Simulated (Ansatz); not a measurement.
# MoS2 (P6_3/mmc): band gap by G0W0 on HSE06, part 2 of 2

Wanted: the gap of MoS2 (P6_3/mmc) with a many-body correction, and the time that it takes.

Ansatz 0.2.0; HSE06, then G0W0 on it, plane waves, PAW. Known limits of the many-body steps: finite bands, screening cutoff and k mesh; no spin-orbit coupling in G0W0.

So far. Step 2 (The starting point: HSE06): Over mesh and listed points the gap is 1.444 eV, from k = Γ to k = (0.167, 0.167, 0.000). The least direct gap found is 2.116 eV, at k = (0.333, 0.333, 0.000).

The database entry behind the starting cell differs from later determinations by our own check (about 0.3 % long), so it need not match the best structure at ambient conditions.

In doubt: masses and optical values from hybrid runs of this build are listed as unsure (step 3), which bears on the screening that GW takes from such a start.

### Step 3. The quasiparticle correction

G0W0 replaces the xc potential by a self-energy built once from the orbitals of the start. Levels are corrected in the window of bands that the input names, at points of the mesh.

This step: G0W0 on HSE06, plane waves, PAW.

File input.yaml:

```yaml
crystal:
  lattice:
    - [3.169, 0.0, 0.0]
    - [-1.5845, 2.7444345046, 0.0]
    - [0.0, 0.0, 12.324]
  atoms:
    - { symbol: Mo, position: [0.3333333333, 0.6666666667, 0.25] }
    - { symbol: Mo, position: [0.6666666667, 0.3333333333, 0.75] }
    - { symbol: S, position: [0.3333333333, 0.6666666667, 0.623] }
    - { symbol: S, position: [0.6666666667, 0.3333333333, 0.123] }
    - { symbol: S, position: [0.3333333333, 0.6666666667, 0.877] }
    - { symbol: S, position: [0.6666666667, 0.3333333333, 0.377] }
kpoints:
  mp_grid: { grid: [6, 6, 2] }
hamiltonian:
  xc: hse06
scf:
  occupations: { method: fixed }
gw:
  n_empty_bands: 848
  ecut_chi: 230.0
  qp_bands: [v2, c2]
  qp_kpoints: band_edges
  screening: { model: contour_deformation }
```

Launch:

```
$ ansatz run input.yaml --threads 3 --pin off --max-ram 64512MiB --backend cuda --events-out ev --progress --plain --runs-dir out --devices 1 --max-vram 24GiB  # rebuilt from the run's record
```

Numbers of over 12 decimals in the logs are rounded to 6 here.

Log:

```text
GPUs: using 1 of 1 available (devices: 1).
[...]
GPU FFT provider: cuFFT
GPU libraries: cuBLAS 13.8.2, cuFFT 12.4.0, cuSOLVER 12.3.4
Crystal: 6 atoms, lattice volume = 107.183 Å³
Basis set: ecut = 420 eV, 2081 PW (Γ)
Bands: 32, of which v1, the nominal top of the filled ones, is band 26 counted from 1 (25 counted from 0)
Symmetry: 24 space group operations
[...]
k-points: 14 of 72
[...]
GPU buffer pool allocated for 51840 grid points (all kernels)
[...]
SCF iter   1: F=—  HF=-13525.523161 eV  |F-HF|=—  |Δ(HF+E_count)|=         —  Δρ=5.56e-3  dr2=8.15e-3  ethr=1.77e-3  ⟨swp⟩=5.7  Hψ=1935  notcnv=0
[...]
SCF iter   5: F=-13525.537263 eV  HF=-13525.537261 eV  |F-HF|=1.35e-6  |Δ(HF+E_count)|=   7.92e-4  Δρ=8.84e-5  dr2=4.74e-6  ethr=6.31e-7  ⟨swp⟩=3.1  Hψ=1289  notcnv=0  defer=1
SCF 1 stopped early in 5 iterations: F = -13525.537263 eV  dr2 = 4.74e-6
[...]
GPU FFT provider: cuFFT
GPU libraries: cuBLAS 13.8.2, cuFFT 12.4.0, cuSOLVER 12.3.4
[...]
GPU buffer pool allocated for 51840 grid points (all kernels)
[...]
Frozen-core exchange: fock
SCF iter   1: F=—  HF=-13531.606652 eV  |F-HF|=—  |Δ(HF+E_count)|=         —  Δρ=1.14e-2  dr2=2.79e-1  ethr=9.11e-8  ⟨swp⟩=7.6  Hψ=2684  notcnv=0
[...]
SCF iter   7: F=-13531.565468 eV  HF=-13531.565468 eV  |F-HF|=1.03e-7  |Δ(HF+E_count)|=   4.86e-5  Δρ=2.64e-5  dr2=6.67e-6  ethr=9.11e-8  ⟨swp⟩=4.0  Hψ=1263  notcnv=0
SCF 2 stopped early in 7 iterations: F = -13531.565468 eV  dr2 = 6.67e-6
[...]
hybrid outer 1: dexx = +2.094e-2 eV, tail = 2.76e-5 eV
GPU FFT provider: cuFFT
GPU libraries: cuBLAS 13.8.2, cuFFT 12.4.0, cuSOLVER 12.3.4
GPU buffer pool allocated for 51840 grid points (all kernels)
[...]
Frozen-core exchange: fock
SCF iter   1: F=—  HF=-13531.565459 eV  |F-HF|=—  |Δ(HF+E_count)|=         —  Δρ=5.77e-5  dr2=1.43e-6  ethr=2.65e-7  ⟨swp⟩=3.0  Hψ=1121  notcnv=0
[...]
SCF iter   4: F=-13531.565461 eV  HF=-13531.565461 eV  |F-HF|=2.35e-10  |Δ(HF+E_count)|=   2.73e-8  Δρ=1.23e-6  dr2=3.86e-8  ethr=1.30e-10  ⟨swp⟩=3.0  Hψ=1109  notcnv=0
SCF 3 converged in 4 iterations: F = -13531.565461 eV  dr2 = 3.86e-8
[...]
NSCF: frozen V_eff on 14 k-points
Exchange-term sweep: 0 of 14 (spin, k) points
Exchange-term sweep: 1 of 14 (spin, k) points
Exchange-term sweep: 2 of 14 (spin, k) points
Exchange-term sweep: 3 of 14 (spin, k) points
Exchange-term sweep: 4 of 14 (spin, k) points
Exchange-term sweep: 5 of 14 (spin, k) points
Exchange-term sweep: 6 of 14 (spin, k) points
Exchange-term sweep: 7 of 14 (spin, k) points
Exchange-term sweep: 8 of 14 (spin, k) points
Exchange-term sweep: 9 of 14 (spin, k) points
Exchange-term sweep: 10 of 14 (spin, k) points
Exchange-term sweep: 11 of 14 (spin, k) points
Exchange-term sweep: 12 of 14 (spin, k) points
Exchange-term sweep: 13 of 14 (spin, k) points
Exchange-term sweep: 14 of 14 (spin, k) points
G₀W₀ screening: q 1/14
[... further progress lines ...]
[...]
Free energy (F): -13531.565462 eV
Frozen-core exchange: fock
[...]
Internal energy: -13531.565462 eV  (E = F + TS)
E sigma→0 (E₀):  -13531.565462 eV
Fermi energy:    10.522562 eV
[...]
--- Band table (eV; the first three rows and the last of 14) ---
  k-point 0: bands = [... 22 lower, 8.1940, 9.1050, 9.2723, 10.5226, 13.3442, 13.3442, 13.3757]
  k-point 1: bands = [... 22 lower, 8.1667, 8.1667, 10.2136, 10.2136, 13.3482, 13.3482, 13.3482]
  k-point 2: bands = [... 22 lower, 8.2016, 9.1362, 9.2062, 9.6785, 12.6441, 13.0246, 13.1090]
  k-point 13: bands = [... 22 lower, 7.2389, 7.2389, 9.8266, 9.8266, 12.0384, 12.0384, 13.5906]
  guard bands above this table: 3 of the run's 32 bands. The solve was not asked for them (output.publish_guard_bands: true or output.eigenvalues: true publishes all)
--- G₀W₀: contour deformation, 7 samples at zero and on the imaginary axis and 1 off it, 72 q-points, 848 empty bands' worth ---
  eigenvalues of the whole cell's RPA ε∞ on this k-mesh (on a slab, of 1 + 4πα/V) = 5.1249, 11.8301, 11.8301; static W/v taken at q = 0 is 0.088950
  bands read: the sum over 874 bands ends inside a degenerate multiplet in 1 slot, whose members it reads at an even weight; the widest, k=12: bands 874 to 875 (counted from 1) at 1/2 each
  gw.qp_kpoints: band_edges: 12 of 14 stored k-points solved, in 1 pass; an edge of the gap read off the rows below is read off those points alone
    valence top: of the k-points left out ik 7 came nearest to being solved in a further pass, in band 26 (counted from 1, as in the quasiparticle table): it holds the edge there only if its correction is more favourable than any solved in that band by at least 1.367 eV; those differ by 0.141 eV
    conduction bottom: of the k-points left out ik 5 came nearest to being solved in a further pass, in band 27 (counted from 1, as in the quasiparticle table): it holds the edge there only if its correction is more favourable than any solved in that band by at least 0.690 eV; those differ by 0.177 eV
    ik  band        ε_KS         Σx   Σc(E_QP)       V_xc       Z   E_QP_lin       E_QP  E_QP is
     0    25      9.2723   -18.7291     0.8564   -17.8686  0.7563     9.2682     9.2682  root
     0    26     10.5226   -19.7816     0.3972   -19.3117  0.7624    10.4498    10.4498  root
     0    27     13.3442   -13.5925    -4.4421   -17.9895  0.7653    13.2992    13.2991  root
     0    28     13.3442   -13.5925    -4.4421   -17.9895  0.7653    13.2992    13.2991  root
     1    25     10.2136   -19.4737     0.6266   -18.7696  0.7637    10.1361    10.1362  root
     1    26     10.2136   -19.4737     0.6266   -18.7696  0.7637    10.1361    10.1362  root
     1    27     13.3482   -13.5449    -4.4318   -17.9261  0.7649    13.2976    13.2976  root
     1    28     13.3482   -13.5449    -4.4318   -17.9261  0.7649    13.2976    13.2976  root
     2    25      9.2062   -19.1929     0.9103   -18.3067  0.7553     9.2303     9.2303  root
     2    26      9.6785   -19.4362     0.7336   -18.6724  0.7606     9.6483     9.6483  root
     2    27     12.6441   -13.3389    -4.1867   -17.4382  0.7642    12.5568    12.5567  root
     2    28     13.0246   -13.9157    -4.2256   -18.0704  0.7568    12.9538    12.9537  root
     3    25      9.6038   -19.4171     0.8504   -18.5312  0.7609     9.5683     9.5684  root
     3    26      9.6038   -19.4171     0.8504   -18.5312  0.7609     9.5683     9.5684  root
     3    27     12.8732   -13.6179    -4.3097   -17.8541  0.7624    12.7997    12.7996  root
     3    28     12.8732   -13.6179    -4.3097   -17.8541  0.7624    12.7997    12.7996  root
     4    25      8.5382   -18.5485     1.1203   -17.4578  0.7542     8.5677     8.5678  root
     4    26      8.7997   -18.9823     1.0579   -17.9588  0.7560     8.8341     8.8341  root
     4    27     12.5196   -13.9867    -4.3489   -18.3044  0.7592    12.4883    12.4883  root
     4    28     12.6292   -15.0933    -4.4364   -19.5410  0.7540    12.6405    12.6405  root
     6    25      8.9387   -17.7063     1.1201   -16.5050  0.7697     8.8574     8.8575  root
     6    26      9.0809   -18.3504     1.0184   -17.2952  0.7656     9.0440     9.0440  root
     6    27     12.7590   -16.3539    -4.7796   -21.1825  0.7448    12.8080    12.8079  root
     6    28     12.8116   -16.3364    -4.8061   -21.1844  0.7439    12.8535    12.8535  root
     8    25      8.8743   -19.6675     1.0262   -18.6836  0.7534     8.9166     8.9166  root
     8    26      8.8981   -19.7188     1.0057   -18.7766  0.7519     8.9615     8.9616  root
     8    27     11.9669   -13.1295    -3.9710   -17.0638  0.7717    11.9303    11.9303  root
     8    28     12.7842   -14.2893    -4.4256   -18.6851  0.7565    12.7545    12.7545  root
     9    25      8.8924   -19.6993     1.0133   -18.7371  0.7528     8.9435     8.9435  root
     9    26      8.8924   -19.6993     1.0133   -18.7371  0.7528     8.9435     8.9435  root
     9    27     12.3387   -13.5715    -4.1644   -17.7045  0.7676    12.3074    12.3074  root
     9    28     12.3387   -13.5715    -4.1644   -17.7045  0.7676    12.3074    12.3074  root
    10    25      9.1812   -18.9315     0.7803   -18.1350  0.7617     9.1650     9.1650  root
    10    26      9.3173   -19.2967     0.7177   -18.5758  0.7611     9.3140     9.3140  root
    10    27     12.4223   -14.7981    -4.2094   -19.0174  0.7579    12.4322    12.4322  root
    10    28     12.8619   -15.9964    -4.4601   -20.4717  0.7454    12.8770    12.8770  root
    11    25      9.2564   -19.1395     0.7485   -18.3823  0.7614     9.2478     9.2478  root
    11    26      9.2564   -19.1395     0.7485   -18.3823  0.7614     9.2478     9.2478  root
    11    27     12.6410   -15.2209    -4.3060   -19.5346  0.7536    12.6488    12.6488  root
    11    28     12.6410   -15.2209    -4.3060   -19.5346  0.7536    12.6488    12.6488  root
    12    25      9.7484   -18.9458     0.2676   -18.6485  0.7637     9.7187     9.7187  root
    12    26      9.9210   -19.3354     0.2041   -19.1048  0.7634     9.8945     9.8945  root
    12    27     12.0371   -15.9856    -3.9754   -20.0511  0.7568    12.1272    12.1271  root
    12    28     12.0371   -15.9856    -3.9754   -20.0511  0.7568    12.1272    12.1271  root
    13    25      9.8266   -19.1029     0.2344   -18.8397  0.7636     9.7979     9.7979  root
    13    26      9.8266   -19.1029     0.2344   -18.8397  0.7636     9.7979     9.7979  root
    13    27     12.0384   -15.9811    -3.9751   -20.0458  0.7569    12.1281    12.1280  root
    13    28     12.0384   -15.9811    -3.9751   -20.0458  0.7569    12.1281    12.1280  root
```

The job ended after 2.2 min (1 × NVIDIA H100 80GB HBM3 (shared by 3 runs) with 3 threads of AMD EPYC 7R13 (Zen 3), shared host; peak memory 3.4 GiB; 3 min of CPU time).

This step gave:

```
bands summed                                    : 874
RPA ε∞ on this mesh (eigenvalues)               : 5.125, 11.83, 11.83
plane waves in the screening matrix             : 835
q-points in the mesh                            : 72
G0W0 gap over the corrected points              : 1.480 eV
k of the valence top                            : 0, 0, 0
k of the conduction bottom                      : 0.1667, 0.1667, 0
starting gap on the mesh                        : 1.444 eV
Z at the valence top                            : 0.7624
Z at the conduction bottom                      : 0.7717
least direct G0W0 gap over the corrected points : 2.233 eV
```

Over 12 of 14 irreducible mesh points the G0W0 gap is 1.480 eV, from k = Γ to k = (0.167, 0.167, 0.000). The HSE06 gap of this run on the mesh is 1.444 eV. The two states that bound the G0W0 gap lie that far apart at the start, so the correction of the gap is 1.480 − 1.444 = +0.036 eV.

Labels follow the order of the start: v1 is the top filled band, c1 the lowest empty one; levels that stay degenerate share a row, the window can cut a multiplet, doubted levels are not marked in this list, bands outside the window were not corrected, and the list may be a part of the corrected levels. The levels before and after the correction (eV, zero at the valence-band top of each column):

```
       conduction bottom  valence top
HSE06               1.44         0.00
 G0W0               1.48         0.00
```

```
                    level  occupation  energy (eV)
HSE06                Γ v2           2       -1.250
HSE06                Γ v1           2        0.000
HSE06             Γ c1-c2           0        2.822
HSE06  (0.167 0.167 0) v2           2       -1.648
HSE06  (0.167 0.167 0) v1           2       -1.625
HSE06  (0.167 0.167 0) c1           0        1.444
HSE06  (0.167 0.167 0) c2           0        2.262
 G0W0                Γ v2           2       -1.182
 G0W0                Γ v1           2        0.000
 G0W0             Γ c1-c2           0        2.849
 G0W0  (0.167 0.167 0) v2           2       -1.533
 G0W0  (0.167 0.167 0) v1           2       -1.488
 G0W0  (0.167 0.167 0) c1           0        1.480
 G0W0  (0.167 0.167 0) c2           0        2.305
```

The parts of the quasiparticle energy for the two states that bound the G0W0 gap, in eV on the run's own scale (QP = start + Σx + Σc − Vxc, with Σc at the quasiparticle energy):

```
             edge                      k  band   start       Σx      Σc      Vxc      Z      QP
      valence top                      Γ    26  10.523  −19.782   0.397  −19.312  0.762  10.450
conduction bottom  (0.167, 0.167, 0.000)    27  11.967  −13.130  −3.971  −17.064  0.772  11.930
```

For a hybrid start, Vxc holds its share of exact exchange.

### Step 4. Side by side

Each gap is the least one over the points named; times are wall times on shared hosts, not benchmarks. A G0W0 time includes the run's own self-consistent start. Runs with listed points see these and the mesh alone, so an edge that moves elsewhere is missed.

```
     level   mesh       files, cutoff  bands summed, screening                            points  gap (eV)  valence top      conduction bottom  least direct gap (eV)     time
     HSE06  6×6×2  soft_2 PAW, 420 eV                        -            mesh and listed points     1.444            Γ  (0.167, 0.167, 0.000)                  2.116     31 s
G0W0@HSE06  6×6×2  soft_2 PAW, 420 eV              874, 230 eV  12 of 14 irreducible mesh points     1.480            Γ  (0.167, 0.167, 0.000)                  2.233  2.2 min
```

### Step 5. Outcome

* HSE06 gap over mesh and listed points: 1.444 eV, from k = Γ to k = (0.167, 0.167, 0.000)
* G0W0@HSE06 gap over 12 of 14 irreducible mesh points: 1.480 eV, from k = Γ to k = (0.167, 0.167, 0.000)
* GW settings: 6×6×2 mesh, 848 empty bands, screening to 230 eV
* known limits: finite bands, screening cutoff and k mesh; no spin-orbit coupling in G0W0

**Reading.** Over 12 of 14 irreducible mesh points the G0W0 gap is 1.480 eV, from k = Γ to k = (0.167, 0.167, 0.000). The HSE06 gap of this run on the mesh is 1.444 eV. The two states that bound the G0W0 gap lie that far apart at the start, so the correction of the gap is 1.480 − 1.444 = +0.036 eV. The valence state moves by 10.450 − 10.523 = −0.073 eV and the conduction state by 11.930 − 11.967 = −0.037 eV, on the run's own scale; how far single levels stand from their limit in bands is not shown. Both edges that HSE06 shows over mesh and listed points lie at k points where levels were corrected. Levels at other points were not corrected, so a lower G0W0 gap elsewhere in the zone is not ruled out. No second run with other bands and screening cutoff is shown, so the distance to the basis limit is not known. On another start, G0W0@PBE runs of this series (6×6×2 mesh, soft_2 PAW; not shown as steps) give 1.166 eV with 165 bands and 69 eV, 1.235 eV with 420 bands and 138 eV and 1.264 eV with 874 bands and 230 eV. G0W0 on other starts in this series, not shown as steps and not all at these settings: 1.264 eV on PBE (6×6×2, soft_2 PAW, 874 bands, 230 eV) and 1.334 eV on r2SCAN (6×6×2, soft_2 PAW, 874 bands, 230 eV). Two runs of this series at another level, not shown as steps, test spin-orbit coupling. PBE+SOC against PBE: 0.879 − 0.884 = −0.005 eV, with the same mesh, set of files (read in its fully relativistic form for the spin-orbit run) and cutoff, and both edges at the same k points. The spin-orbit run sees mesh and listed points alone, so its gap is an upper bound: the coupling can move an edge off these points, and the change over the zone, its sign included where it is small, is not known. What spin-orbit coupling does to the G0W0 levels was not computed, so no sum with the G0W0 gap is formed. The G0W0 runs are scalar-relativistic. No pair of G0W0 runs that differ in the mesh alone is shown (6×6×2 is a supercell whose nearest images lie 19 Å apart), so the error from the mesh is not known here. G0W0 is shown with one set of atomic data (soft_2 PAW), so the error from the files is not known here.

[Paths, hosts, dates, memory and timing lines, banners, echoed tables and standing remarks are left out of the program output.]

[Logs are printed without paths, hosts, clocks, repeated set-up lines and the standing remarks that a program may print on its own settings, such as how far it seeks lower states.]

[Runs of the session that timed out or met a known fault of the program may be left out.]

[Cells called generated may have been cut or substituted from an entry of the Crystallography Open Database or the Materials Project.]

[Hosts, paths, dates, database ids (printed as entryN), source tags and the programs' standing remarks are cut or masked in the printed files.]

[Where an RPA ε∞ is given, it is that of the G0W0 mesh and is not shown converged in it. Names of k-points follow the symmetry that the program found, which can be lower than the space group named. Band edges on a path are those of the sampled points; other points can move an edge, and change direct to indirect where valleys lie close.]

[Hybrid gaps are those of their k-mesh and are not shown converged in it.]
